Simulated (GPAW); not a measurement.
## How the form of the self-energy moves the gap of SnO (Romarchite)

Wanted: the gap of SnO (Romarchite) under several approximations, with cost.

Program: GPAW 26.7.0. Level of theory: LDA and many-body steps on it, plane waves. Results are calculated unless marked as measured.

## (1) Starting point

The structure is tetragonal, space group P4/nmm (No. 129). Conventional cell: a = 3.799 Å, b = 3.799 Å, c = 4.841 Å, α = 90.00°, β = 90.00°, γ = 90.00°. Nearest to Sn lie 4 O at 2.22 Å. Nearest to O lie 4 Sn at 2.22 Å. Farther neighbours and most contacts between anions are not listed.

As a file:

```xyz
4
Lattice="3.7986 0.0000 0.0000 0.0000 3.7986 0.0000 0.0000 0.0000 4.8408" Properties=species:S:1:pos:R:3 pbc="T T T"
Sn    1.8993    0.0000    1.1468
Sn    0.0000    1.8993    3.6940
O     0.0000    0.0000    0.0000
O     1.8993    1.8993    0.0000
```

The cell and positions come from the Crystallography Open Database and are kept as given unless a step says otherwise.

## (2) Empty states on the mesh, 4×4×4 mesh, 231 bands

This step: GPAW 26.7.0; DFT, LDA, plane waves, PAW.

The sums over transitions need many empty states on a uniform mesh; this step solves for them.

Input file run.py:

```python
import json
import numpy as np
from gpaw.mpi import world
from gpaw import GPAW

calc = GPAW('gs.gpw').fixed_density(kpts={'size': (4, 4, 4), 'gamma': True},
    parallel={'domain': 1, 'band': 1},
    txt='nscf.txt')
calc.diagonalize_full_hamiltonian(nbands=231)
calc.write('full.gpw', mode='all')
res = {}
kpts = calc.get_ibz_k_points()
res['kpts'] = kpts
res['eigenvalues'] = [calc.get_eigenvalues(kpt=k) for k in range(len(kpts))]
res['n_electrons'] = calc.get_number_of_electrons()

if world.rank == 0:
    with open('result.json', 'w') as f:
        json.dump(res, f, default=lambda x: x.tolist())
```

Command:

```bash
$ mpirun -n 8 gpaw python run.py
```

Numbers of over 12 decimals in the logs are rounded to 6 here.

Log:

```text
Diagonalizing LCAO Hamiltonian
Converting LCAO to pw mode
convergence criteria:
- Maximum integral of absolute [eigenst]ate change: 4e-08 eV^2 / valence electron
maximum number of iterations: 100

SCF iterations
|iter     |     time |      energy | eigst |  dens |
|iter:   1|  |             | +0.87 |       |
|iter:   2|  |             | -0.75 |       |
|iter:   3|  |             | -2.10 |       |
|iter:   4|  |             | -3.45 |       |
|iter:   5|  |             | -4.57 |       |
|iter:   6|  |             | -5.79 |       |
|iter:   7|  |             | -6.93 |       |
|iter:   8|  |             | -7.65c|       |
SCF steps: 8
  __  _  _
 | _ |_)|_||  |
 |__||  | ||/\| - 26.7.0

Input parameters:
  mode=PW(ecut=600.0),
  convergence={'density': 1e-06, 'bands': -3},
  gpts=array([24, 24, 28]),
  kpts=MonkhorstPack(size=(4, 4, 4), gamma=True),
  maxiter=100,
  nbands=28,
  occupations=Occupations(name='fermi-dirac', width=0.001, fixmagmom=False),
  parallel={'domain': 1, 'band': 1},
  xc=XC(name='LDA')
Matrix size: 2347x2347
# Writing to full.gpw (mode='all')
  [... matrices ...]

timing:  # [seconds]
  Total: 28.477  # ━━━━━━━━━━━━━━━━━━━━━━━━━━━━━━━━━━━━━━━━━━━━━━━━━━━━━━━━━━
```

The job ended after 36 s (8 MPI ranks of Intel Xeon Platinum 8259CL at 2.50GHz (Skylake/Cascade Lake), shared host; peak memory 4.9 GiB).

This step gave:

| Quantity | Value |
| --- | --- |
| gap | 0.1472 eV |
| k of the valence top | 0, 0, 0 |
| k of the conduction bottom | 0.5, 0.5, 0 |
| least direct gap | 1.990 eV |
| k points computed | 18 |
| lowest point of the top converged band, above the valence top | 108.8409 eV |

On this mesh the gap is 0.147 eV.

## (3) G0W0, Godby-Needs plasmon pole

Now the one-shot GW correction: screening in the RPA, then the self-energy of the levels asked for.

This step: G0W0 on LDA, plane waves, PAW.

Input file run.py:

```python
import json
import numpy as np
from gpaw.mpi import world
from gpaw.response.g0w0 import G0W0

gw = G0W0('full.gpw',
    filename='gw',
    kpts=[0, 15],
    bands=(18, 22),
    ecut=125,
    nbands=221,
    integrate_gamma='WS',
    ppa=True)
gw.calculate()
res = {mode: {k: v for k, v in r.items() if k != 'sigma_eskwn'}
       for mode, r in gw.all_results.items()}

if world.rank == 0:
    with open('result.json', 'w') as f:
        json.dump(res, f, default=lambda x: x.tolist())
```

Command:

```bash
$ mpirun -n 8 gpaw python run.py
```

Log:

```text
Using integrator: PointIntegrator
FrequencyGridDescriptor(from 0.000+0.000j to 0.000+27.211j eV, 2 points)
Nonperiodic BCs:  [False False False]
Using integrator: PointIntegrator
FrequencyGridDescriptor(from 0.000+0.000j to 0.000+27.211j eV, 2 points)
Nonperiodic BCs:  [False False False]
  ___  _ _ _
 |   || | | |
 | | || | | |
 |__ ||_____|
 |___|

BZ k-points: Symmetries present (total): 8

  [... matrices ...]
64 k-points: 4 x 4 x 4 Monkhorst-Pack grid + [1/8,1/8,1/8]
18 k-points in the irreducible part of the Brillouin zone
       k-points in crystal coordinates                weights
   0:     0.00000000    0.00000000    0.00000000          1/64
   1:     0.00000000    0.00000000    0.25000000          2/64
   2:     0.00000000    0.00000000    0.50000000          1/64
   3:     0.25000000    0.00000000    0.00000000          4/64
   4:     0.25000000    0.00000000    0.25000000          8/64
   5:     0.25000000    0.00000000    0.50000000          4/64
   6:     0.25000000    0.25000000    0.00000000          4/64
   7:     0.25000000    0.25000000    0.25000000          8/64
   8:     0.25000000    0.25000000    0.50000000          4/64
   9:     0.50000000    0.00000000    0.00000000          2/64
          ...
  17:     0.50000000    0.50000000    0.50000000          1/64

Distributing spins, k-points and bands (1 x 2 x 4) over 8 processes
Number of blocks: 1

Quasi particle states:
k-points (IBZ indices): [0, 15]
Band range: (18, 22)
  [... matrices ...]
Computational parameters:
Plane wave cut-off: 125 eV
Number of bands: 221
Coulomb cutoff: None
Broadening: 0.1 eV

fxc modes: GW
Kernel: RPA
Using Godby-Needs plasmon-pole approximation:
  Fitting energy: i*E0, E0 = 1.000 Hartree
Summing all q:

Calculating screened Coulomb potential
No Coulomb truncation
FrequencyGridDescriptor(from 0.000+0.000j to 0.000+27.211j eV, 2 points)
Removing empty qpoint cache files...

Calculating chi0 body with:
    Ground state adapter containing:
    Number of spins: 1
    Number of kpoints: 64
    Number of irreducible kpoints: 18
    Number of completely occupied states: 20
    Number of partially occupied states: 20
    Occupied states memory: 4.921875 M / cpu

    Linear response parametrization:
    q_c: [0.0, 0.0, 0.0]
    Number of frequency points: 2
    Planewave cutoff: 125.0
    Number of bands: 221
    Number of planewaves: 229
    Broadening (eta): 1e-06
    comm.size: 8
    kncomm.size: 8
    blockcomm.size: 1

    Memory estimate of potentially large arrays:
        chi0_wGG: 1.600372 M / cpu
Integrating chi0 body.

Symmetries of q_c:
    Direct symmetries (Uq -> q): 8
    Indirect symmetries (TUq -> q): 8
In total 16 allowed symmetries.

  [... matrices ...]
18 groups of equivalent kpoints. 71.875% reduction.

Integral kind: response function
Integrating chi0 head and wings.

Symmetries of q_c:
    Direct symmetries (Uq -> q): 8
    Indirect symmetries (TUq -> q): 8
In total 16 allowed symmetries.

  [... matrices ...]
18 groups of equivalent kpoints. 71.875% reduction.

Integral kind: response function wings

Calculating chi0 body with:
    Ground state adapter containing:
    Number of spins: 1
    Number of kpoints: 64
    Number of irreducible kpoints: 18
    Number of completely occupied states: 20
    Number of partially occupied states: 20
    Occupied states memory: 4.921875 M / cpu

    Linear response parametrization:
[... the further q-points ...]

Results:
f:      Occupation numbers
eps:     KS-eigenvalues [eV]
vxc:     KS vxc [eV]
exx:     Exact exchange [eV]
sigma:   Self-energies [eV]
dsigma:  Self-energy derivatives
Z:       Renormalization factors
qp:      QP-energies [eV]

k-point 0 (0): (0.000, 0.000, 0.000)                GW
band       f     eps     vxc     exx   sigma  dsigma       Z      qp
                                                                   GW
  18   1.000   3.244 -20.965 -25.856   4.809  -0.364   0.733   3.184
  19   1.000   6.426 -18.344 -18.796   0.830  -0.271   0.787   6.723
  20   0.000   8.505 -15.388 -10.511  -3.830  -0.234   0.811   9.353
  21   0.000  10.643 -13.523  -8.378  -4.246  -0.237   0.808  11.369

k-point 1 (15): (0.500, 0.500, 0.000)                GW
band       f     eps     vxc     exx   sigma  dsigma       Z      qp
                                                                   GW
  18   1.000   4.583 -15.619 -17.511   1.583  -0.267   0.789   4.340
  19   1.000   4.583 -15.619 -17.511   1.583  -0.267   0.789   4.340
  20   0.000   6.573 -11.698  -8.008  -3.229  -0.226   0.816   6.949
  21   0.000   6.573 -11.698  -8.008  -3.229  -0.226   0.816   6.949
```

It took 2.6 min on 8 MPI ranks; peak memory 2.9 GiB; 21 min of CPU time.

Numbers from this step:

| Quantity | Value |
| --- | --- |
| G0W0 gap on the points computed | 0.2255 eV |
| least direct G0W0 gap on the computed points | 2.609 eV |
| Z at the valence top | 0.7869 |
| Z at the conduction bottom | 0.8157 |
| starting gap on the mesh | 0.1472 eV |
| k of the valence top | 0, 0, 0 |
| k of the conduction bottom | 0.5, 0.5, 0 |

The gap on the mesh goes from 0.15 eV to 0.23 eV, a correction of +0.08 eV.

## (4) G0W0, full frequency, Hilbert transform

run.py: that of step 3 with these lines changed.

```diff
@@ -12,3 +12,5 @@
     integrate_gamma='WS',
-    ppa=True)
+    frequencies={'type': 'nonlinear', 'domega0': 0.1, 'omega2': 15.0},
+    eta=0.1,
+    nblocksmax=True)
 gw.calculate()
```

Command:

```bash
$ mpirun -n 8 gpaw python run.py
```

Log:

```text
Using integrator: PointIntegrator
NonLinearFrequencyDescriptor(from 0.000 to 133.806 eV, 286 points)
Nonperiodic BCs:  [False False False]
Using integrator: PointIntegrator
NonLinearFrequencyDescriptor(from 0.000 to 133.806 eV, 286 points)
Nonperiodic BCs:  [False False False]
  ___  _ _ _
 |   || | | |
 | | || | | |
 |__ ||_____|
 |___|

BZ k-points: Symmetries present (total): 8

  [... matrices ...]
64 k-points: 4 x 4 x 4 Monkhorst-Pack grid + [1/8,1/8,1/8]
18 k-points in the irreducible part of the Brillouin zone
       k-points in crystal coordinates                weights
   0:     0.00000000    0.00000000    0.00000000          1/64
   1:     0.00000000    0.00000000    0.25000000          2/64
   2:     0.00000000    0.00000000    0.50000000          1/64
[...]
9:     0.50000000    0.00000000    0.00000000          2/64
          ...
  17:     0.50000000    0.50000000    0.50000000          1/64

Distributing spins, k-points and bands (1 x 2 x 4) over 1 process
Number of blocks: 8

Quasi particle states:
k-points (IBZ indices): [0, 15]
Band range: (18, 22)
  [... matrices ...]
Computational parameters:
Plane wave cut-off: 125 eV
Number of bands: 221
Coulomb cutoff: None
Broadening: 0.1 eV

fxc modes: GW
Kernel: RPA
Using full-frequency real axis integration
Summing all q:

Calculating screened Coulomb potential
No Coulomb truncation
NonLinearFrequencyDescriptor(from 0.000 to 133.806 eV, 286 points)
Removing empty qpoint cache files...

Calculating chi0 body with:
    Ground state adapter containing:
    Number of spins: 1
    Number of kpoints: 64
    Number of irreducible kpoints: 18
    Number of completely occupied states: 20
    Number of partially occupied states: 20
    Occupied states memory: 4.921875 M / cpu

    Linear response parametrization:
    q_c: [0.0, 0.0, 0.0]
    Number of frequency points: 286
    Planewave cutoff: 125.0
    Number of bands: 221
    Number of planewaves: 229
    Broadening (eta): 0.1
    comm.size: 8
    kncomm.size: 1
    blockcomm.size: 8

    Memory estimate of potentially large arrays:
        chi0_wGG: 28.606655 M / cpu
Integrating chi0 body.

Symmetries of q_c:
    Direct symmetries (Uq -> q): 8
    Indirect symmetries (TUq -> q): 8
In total 16 allowed symmetries.

  [... matrices ...]
18 groups of equivalent kpoints. 71.875% reduction.

Integral kind: spectral function
Integrating chi0 head and wings.

Symmetries of q_c:
    Direct symmetries (Uq -> q): 8
    Indirect symmetries (TUq -> q): 8
In total 16 allowed symmetries.

  [... matrices ...]
18 groups of equivalent kpoints. 71.875% reduction.

Integral kind: spectral function wings

Calculating chi0 body with:
    Ground state adapter containing:
    Number of spins: 1
    Number of kpoints: 64
    Number of irreducible kpoints: 18
    Number of completely occupied states: 20
    Number of partially occupied states: 20
    Occupied states memory: 4.921875 M / cpu

[... the further q-points ...]

Results:
f:      Occupation numbers
eps:     KS-eigenvalues [eV]
vxc:     KS vxc [eV]
exx:     Exact exchange [eV]
sigma:   Self-energies [eV]
dsigma:  Self-energy derivatives
Z:       Renormalization factors
qp:      QP-energies [eV]

k-point 0 (0): (0.000, 0.000, 0.000)                GW
band       f     eps     vxc     exx   sigma  dsigma       Z      qp
                                                                   GW
  18   1.000   3.244 -20.965 -25.856   4.692  -0.418   0.705   3.104
  19   1.000   6.426 -18.344 -18.796   0.801  -0.317   0.759   6.691
  20   0.000   8.505 -15.388 -10.511  -3.803  -0.272   0.786   9.349
[...]
k-point 1 (15): (0.500, 0.500, 0.000)                GW
band       f     eps     vxc     exx   sigma  dsigma       Z      qp
                                                                   GW
[...]
20   0.000   6.573 -11.698  -8.008  -3.178  -0.270   0.787   6.976
  21   0.000   6.573 -11.698  -8.008  -3.178  -0.270   0.787   6.976
```

Elapsed: 4.2 min, on 8 MPI ranks; peak memory 3.4 GiB; 33 min of CPU time.

This step gave:

| Quantity | Value |
| --- | --- |
| G0W0 gap on the points computed | 0.2856 eV |
| least direct G0W0 gap on the computed points | 2.614 eV |
| Z at the valence top | 0.7593 |
| Z at the conduction bottom | 0.7874 |
| starting gap on the mesh | 0.1472 eV |
| k of the valence top | 0, 0, 0 |
| k of the conduction bottom | 0.5, 0.5, 0 |

Against G0W0 in GPAW (4×4×4 mesh, 221 bands, screening to 125 eV, Godby-Needs plasmon pole), the gap moves by +0.060 eV.

## (5) G0W0, multipole

run.py: that of step 4 with these lines changed.

```diff
@@ -12,5 +12,3 @@
     integrate_gamma='WS',
-    frequencies={'type': 'nonlinear', 'domega0': 0.1, 'omega2': 15.0},
-    eta=0.1,
-    nblocksmax=True)
+    mpa={'npoles': 4, 'wrange': [0, 40], 'varpi': 20.0, 'eta0': 0.01, 'eta_rest': 1.0, 'alpha': 1})
 gw.calculate()
```

Command:

```bash
$ mpirun -n 8 gpaw python run.py
```

Log:

```text
Using integrator: PointIntegrator
FrequencyGridDescriptor(from 0.000+0.010j to 40.000+20.000j eV, 8 points)
Nonperiodic BCs:  [False False False]
Using integrator: PointIntegrator
FrequencyGridDescriptor(from 0.000+0.010j to 40.000+20.000j eV, 8 points)
Nonperiodic BCs:  [False False False]
  ___  _ _ _
 |   || | | |
 | | || | | |
 |__ ||_____|
 |___|

BZ k-points: Symmetries present (total): 8

  [... matrices ...]
64 k-points: 4 x 4 x 4 Monkhorst-Pack grid + [1/8,1/8,1/8]
18 k-points in the irreducible part of the Brillouin zone
[...]
GW
  18   1.000   3.244 -20.965 -25.856   4.814  -0.402   0.713   3.189
  19   1.000   6.426 -18.344 -18.796   0.879  -0.306   0.765   6.753
  20   0.000   8.505 -15.388 -10.511  -3.763  -0.263   0.792   9.386
[...]
k-point 1 (15): (0.500, 0.500, 0.000)                GW
band       f     eps     vxc     exx   sigma  dsigma       Z      qp
                                                                   GW
[...]
20   0.000   6.573 -11.698  -8.008  -3.170  -0.260   0.793   6.986
  21   0.000   6.573 -11.698  -8.008  -3.169  -0.260   0.793   6.986
```

The job ended after 4.2 min (8 MPI ranks; peak memory 3.2 GiB).

Numbers from this step:

- G0W0 gap on the points computed: 0.2332 eV
- least direct G0W0 gap on the computed points: 2.592 eV
- starting gap on the mesh: 0.1472 eV
- k of the valence top: 0, 0, 0
- k of the conduction bottom: 0.5, 0.5, 0

Against G0W0 in GPAW (4×4×4 mesh, 221 bands, screening to 125 eV, Godby-Needs plasmon pole), the gap moves by +0.008 eV.

## (6) The runs together

Times are wall times on 8 MPI ranks of Intel Xeon Platinum 8259CL at 2.50GHz (Skylake/Cascade Lake), shared host, good to a factor of about two.

| run | mesh | bands | screening cutoff (eV) | DFT gap (eV) | gap on the mesh (eV) | direct (eV) | time |
| --- | --- | --- | --- | --- | --- | --- | --- |
| G0W0, Godby-Needs plasmon pole | 4×4×4 | 221 | 125 | 0.147 | 0.226 | 2.609 | 2.6 min |
| G0W0, full frequency, Hilbert transform | 4×4×4 | 221 | 125 | 0.147 | 0.286 | 2.614 | 4.2 min |
| G0W0, multipole | 4×4×4 | 221 | 125 | 0.147 | 0.233 | 2.592 | 4.2 min |

## (7) Summary of results

| Item | Value |
| --- | --- |
| G0W0, Godby-Needs plasmon pole | 0.226 eV |
| G0W0, full frequency, Hilbert transform | 0.286 eV |
| G0W0, multipole | 0.233 eV |
| known limits | not at the basis limit; no spin-orbit coupling; coarse k mesh |

**Reading.** G0W0, full frequency, Hilbert transform: +0.060 eV against G0W0, Godby-Needs plasmon pole. G0W0, multipole: +0.008 eV against G0W0, Godby-Needs plasmon pole. Bands and cutoff are finite, so the gap is not at the basis limit. The miss can reach some tenths of an eV and take either sign; the mesh is an error of its own. These stock PAW sets were not made for GW. In the G0W0 runs levels were corrected at 2 k points alone, so a gap called «on the mesh» is the least over those, and an edge elsewhere would be missed. The 4×4×4 mesh is coarse for this cell, which bears on the long-range parts of exchange and screening. The many-body steps are scalar-relativistic: spin-orbit coupling is not in them.

[Paths, hosts, dates, memory and timing lines, banners, echoed tables and standing remarks are left out of the program output.]

[Logs are printed without paths, hosts, clocks, repeated set-up lines and the standing remarks that a program may print on its own settings, such as how far it seeks lower states.]

[Runs of the session that timed out or met a known fault of the program may be left out.]

[Hosts, paths, dates, database ids (printed as entryN), source tags and the programs' standing remarks are cut or masked in the printed files.]
